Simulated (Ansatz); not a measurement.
# Lattice dynamics of CoH3 (Pm-3m), part 2 of 2

Aim: the vibrations of CoH3 (Pm-3m), their spectra, and whether the structure is stable.

Ansatz 0.2.0; DFT PBE, scalar-relativistic, plane waves, norm-conserving pseudopotentials.

So far. Step 3 (Relaxing to small forces for the phonons): The forces vanish by symmetry and the pressure is -0.009 GPa, within the tolerances set. The cell now holds 4.46 Å³/atom. Step 4 (Modes at Γ): Before it was imposed, the acoustic sum rule was missed by 2.0e-4 eV/Å². Small misses are needed for a sound result but don't prove that mesh and cutoff are converged. The lowest optical mode is imaginary, 352.3i cm⁻¹, so the energy falls along it. The relaxed cell has a = 2.612 Å (conventional setting).

### Step 5. The dispersion

Stability and thermal properties need the whole zone. Linear response on a 4×4×4 q mesh gives force constants as far as a supercell of that size would.

input.yaml reads:

```yaml
crystal:
  lattice:
    - [2.6121745813, 0.0, 0.0]
    - [0.0, 2.6121745813, 0.0]
    - [0.0, 0.0, 2.6121745813]
  atoms:
    - { symbol: Co, position: [0.0, 0.0, 0.0] }
    - { symbol: H, position: [0.0, 0.5, 0.5] }
    - { symbol: H, position: [0.5, 0.0, 0.5] }
    - { symbol: H, position: [0.5, 0.5, 0.0] }
kpoints:
  mp_grid: { grid: [16, 16, 16] }
hamiltonian:
  xc: pbe
  pseudopotentials: { kind: nc }
scf:
  occupations: { method: methfessel_paxton, width: 0.2 }
output:
  eigenvalues: true
phonons:
  method: dfpt
  qmesh: [4, 4, 4]
  temperatures: { t_max: 1000, t_step: 50 }
  qpath:
    path:
      - [[0.0, 0.0, 0.0], [0.0, 0.5, 0.0], [0.5, 0.5, 0.0], [0.0, 0.0, 0.0], [0.5, 0.5, 0.5], [0.0, 0.5, 0.0]]
      - [[0.5, 0.5, 0.5], [0.5, 0.5, 0.0]]
    npoints: 10
```

Started as:

```console
ansatz run input.yaml --threads 4 --pin off --max-ram 7168MiB --backend cpu --events-out ev --progress --plain --runs-dir out
```

Numbers of over 12 decimals in the logs are rounded to 6 here.

Log:

```text
Engine: ansatz 0.2.0, aarch64-unknown-linux-gnu
Pseudopotentials: kind: nc
Pseudopotential: Co, nc, valence charge 17, recommended cutoff 1306.14654 eV (normal), Co.nc.azcp (PseudoDojo's, or run here from an input of PseudoDojo's: the run reads no file of this project's for it)
Pseudopotential: H, nc, valence charge 1, recommended cutoff 979.609905 eV (normal), H.nc.azcp
Functional definition: PBE
  parameter kappa = 0.804
  parameter beta = 0.066725
  exchange = pbe_x(kappa = kappa, mu = beta*pi^2/3)
  correlation = pbe_c(beta = beta)
Crystal: 4 atoms, lattice volume = 17.824 Å³
Basis set: ecut = 1306.14654 eV, 1935 PW (Γ), exchange–correlation on 64×64×64 points (8 copies of the dense FFT grid, shifted against one another)
Bands: 14, of which v1, the nominal top of the filled ones, is band 10 counted from 1 (9 counted from 0)
Symmetry: 48 space group operations
k-points: 165 of 4096
Non-local potential: Co, projectors of the file, l = 0: 2, l = 1: 2, l = 2: 2
Non-local potential: H, projectors of the file, l = 0: 2, l = 1: 1
Initial density: superposition of atomic densities (chi_scale 0.1, normalization cell, long waves kept (reshape's long-wave potential 0.00 eV rms))
Initial wavefunctions: pseudopotential atomic-orbital guess
Functional: x = pbe(κ = 0.804, μ = 0.219515), c = pbe(β = 0.066725)
SCF iter   1: F=—  HF=-4210.979914 eV  |F-HF|=—  |Δ(HF+E_count)|=         —  Δρ=8.76e-2  dr2=2.99e-1  ethr=3.10e-3  ⟨swp⟩=5.4  Hψ=11050  notcnv=0
preconditioner: auto → none  [metal: Δε(μ)=0.043 eV  Ē_g=10.473 eV  σ=0.200 eV  W_gap=0.18  n_scr=6 (ndim 8)  ℏωp=30.5 eV  f_vac=0.000  D(μ)=0.69/eV (n_scr^D=6)  sad-step TF]
SCF iter   2: F=—  HF=-4210.932113 eV  |F-HF|=—  |Δ(HF+E_count)|=   4.78e-2  S|Δr|=    0.00e0  Δρ=4.80e-2  dr2=9.92e-2  ethr=1.50e-3  ⟨swp⟩=1.0  Hψ=3630  notcnv=0
SCF iter   3: F=—  HF=-4210.971794 eV  |F-HF|=—  |Δ(HF+E_count)|=   3.97e-2  S|Δr|=    0.00e0  Δρ=4.80e-2  dr2=3.18e-1  ethr=4.96e-4  ⟨swp⟩=2.0  Hψ=4317  notcnv=0  defer=1  recentre
SCF iter   4: F=—  HF=-4210.915488 eV  |F-HF|=—  |Δ(HF+E_count)|=   5.63e-2  S|Δr|=    0.00e0  Δρ=7.98e-3  dr2=4.77e-3  ethr=4.96e-4  ⟨swp⟩=2.6  Hψ=4931  notcnv=0
SCF iter   5: F=—  HF=-4210.915370 eV  |F-HF|=—  |Δ(HF+E_count)|=   1.17e-4  S|Δr|=    0.00e0  Δρ=2.84e-4  dr2=7.21e-6  ethr=2.38e-5  ⟨swp⟩=2.0  Hψ=3303  notcnv=0
SCF iter   6: F=—  HF=-4210.915370 eV  |F-HF|=—  |Δ(HF+E_count)|=   9.22e-8  S|Δr|=    0.00e0  Δρ=6.16e-5  dr2=1.99e-7  ethr=3.61e-8  ⟨swp⟩=2.3  Hψ=3863  notcnv=0
SCF iter   7: F=—  HF=-4210.915366 eV  |F-HF|=—  |Δ(HF+E_count)|=   4.46e-6  S|Δr|=    0.00e0  Δρ=7.29e-6  dr2=3.12e-9  ethr=9.97e-10  ⟨swp⟩=2.1  Hψ=3308  notcnv=0
SCF iter   8: F=—  HF=-4210.915366 eV  |F-HF|=—  |Δ(HF+E_count)|=  6.31e-10  S|Δr|=    0.00e0  Δρ=5.39e-7  dr2=3.20e-11  ethr=1.56e-11  ⟨swp⟩=2.2  Hψ=3717  notcnv=0
[...]
phonons.qmesh, q = [0.0000, 0.2500, 0.2500]: its response loops start from zero, take more passes and end by a threshold: the memory limit or budget leaves too little room for the subspace of the ground state's own states beside the solves, or none could be made (phonons.method)
NSCF: frozen V_eff on 2592 k-points
DFPT response loops at q = (0, 0.25, -0.5) (fractional): mixed as the last ones told, above
NSCF: frozen V_eff on 1458 k-points
DFPT response loops at q = (0, -0.5, -0.5) (fractional): mixed as the last ones told, above
NSCF: frozen V_eff on 8192 k-points
NSCF: frozen V_eff on 8192 k-points
phonons.qmesh, q = [0.2500, 0.2500, 0.2500]: its response loops start from zero, take more passes and end by a threshold: the memory limit or budget leaves too little room for the subspace of the ground state's own states beside the solves, or none could be made (phonons.method)
NSCF: frozen V_eff on 8192 k-points
Step stopped at a memory limit. What follows is not a result of the run: it is the report of the last solve that finished, which converged after 9 SCF iterations.
Free energy (F): -4210.915366 eV
Harris-Foulkes:  -4210.915366 eV  (|F-HF|=1.82e-12)
Internal energy: -4210.916673 eV  (E = F + TS)
E sigma→0 (E₀):  -4210.915693 eV
Entropy (-TS):   0.001307 eV (0.327 meV/atom)
Fermi energy:    14.125339 eV
Step filling:    the computed levels leave a gap of 0.0365 eV = 0.2 smearing widths at the electron count; against every level under it full and every level over it empty, smearing changes F+E_penalty+E_count by +0.384 meV and its σ→0 estimate by +0.057 meV
--- Per-component energies (eV) ---
  E_band       = -309.446371
  E_kinetic    = 1893.223195
  E_local      = -3596.802471  (includes V_loc(G=0)·N_el)
  E_nonlocal   = -520.492404
  E_hartree    = 1262.683901
  E_xc         = -792.593206
  E_vxc        = -610.742521  (∫ρ·V_xc dr)
  E_ewald      = -2456.935688
  E_smearing   = 0.001307  (= −TS)
  E_closure    = 0.000000  (closes the sum)
  Σ components = -4210.915366   (vs F -4210.915366, Δ=0.00e0)
--- Band table (eV; the first three rows and the last of 165) ---
  k-point 0: bands = [... 6 lower, 9.4134, 13.2515, 13.2515, 13.2515, 19.9587, 19.9587, 24.4664, 24.4664]
  k-point 1: bands = [... 6 lower, 9.4574, 13.2061, 13.2061, 13.2547, 19.4038, 19.8850, 24.5995, 24.5995]
  k-point 2: bands = [... 6 lower, 9.5860, 13.0801, 13.0801, 13.2636, 18.1975, 19.6706, 24.9888, 24.9888]
  k-point 164: bands = [... 6 lower, 7.7665, 13.8564, 13.8564, 18.3204, 18.3204, 18.3204, 19.1189, 19.1189]
End of that report.
Error: memory limit exceeded: the `dfpt response` phase needs 7.23 GiB against the run's memory maximum of 7.00 GiB; largest carriers: scf state 3.27 GiB, retained responses 1.24 GiB, fixed right-hand sides 1.24 GiB, plane-wave basis 0.95 GiB, unmodelled-tail allowance 0.36 GiB; wavefunction blocks cannot be spilled: a `phonons` calculation is not among those that spill (`scf`, `evaluate`, and `md` and `relax` at a fixed cell)
with nothing else changed it takes a maximum of at least 7.24 GiB, with nothing to spare, and 7.96 GiB leaves up to a tenth: --max-ram 7.96GiB where that set the maximum, else more of the term that did, and with no share typed, where 7.96 GiB is over 0.88 of the host's memory or its container's limit, a share of 0.88 or more that holds the maximum too (--max-ram-frac F), where one does; The budget is ten elevenths of [...]
```

The job ended after 24 min (4 threads of Arm Neoverse V1, shared host; peak memory 5 GiB).

The run ended with an error after its SCF cycle had converged; no result of it is taken.

The program's message: “memory limit exceeded: the `dfpt response` phase needs 7.23 GiB against the run's memory maximum of 7.00 GiB; largest carriers: scf state 3.27 GiB, retained responses 1.24 GiB, fixed right-hand sides …”

### Step 6. Isotope substitution

An isotope changes the mass and not the force constants, so no new electronic calculation is needed; the shifts show which modes move this element.

The same force constants with the mass of H changed from 1.008 to 2.014 u (phonopy, no LO-TO term). Both lists are sorted by frequency; levels can cross, so a row need not hold one and the same mode. Modes under 3 cm⁻¹ are left out. Isotope shifts, by row:

```csv
q,rank,natural mass (cm⁻¹),changed mass (cm⁻¹)
0 0 0,1,-352.3,-254.8
0 0 0,2,-352.3,-254.8
0 0 0,3,-352.3,-254.8
0 0 0,7,198.1,140.2
0 0 0,8,198.1,140.2
0 0 0,9,198.1,140.2
0 0 0,10,1049,743.6
0 0 0,11,1049,743.6
0 0 0,12,1049,743.6
```

A mode of this element alone would shift by -29.26 %. The highest zone-centre frequency without the field goes from 1049.3 to 743.6 cm⁻¹ (-29.1 %).

### Step 7. Results

| Item | Value |
| --- | --- |
| space group after relaxation (within 0.01 Å) | Pm-3m |
| volume per atom | 4.46 Å³ |
| electronic character | no gap on this mesh |
| highest optical mode at the zone centre (no LO-TO term) | 1049 cm⁻¹ |
| lowest optical zone-centre mode | -352 cm⁻¹ |
| imaginary modes at Γ (the only wavevector solved) | yes |

**Reading.** A zone-centre mode is imaginary (352.3i cm⁻¹), so this structure is not a minimum of the energy. The optical modes at Γ span -352 to 1049 cm⁻¹ (negative means imaginary). The dispersion is not part of this account. The highest mode in this list at Γ, 1049.3 cm⁻¹, is mostly motion of H (100 % of the kinetic energy). With no gap, or one that is small against the smearing, the frequencies hang on the k mesh and the smearing, most of all near Kohn anomalies. The phonon runs are without spin polarisation, although Co often carries a moment. These are harmonic frequencies at zero temperature: anharmonic shifts, linewidths and thermal expansion are left out.

[Logs are printed without paths, hosts, clocks, repeated set-up lines and the standing remarks that a program may print on its own settings, such as how far it seeks lower states.]

[Hosts, paths, dates, database ids (printed as entryN), source tags and the programs' standing remarks are cut or masked in the printed files.]
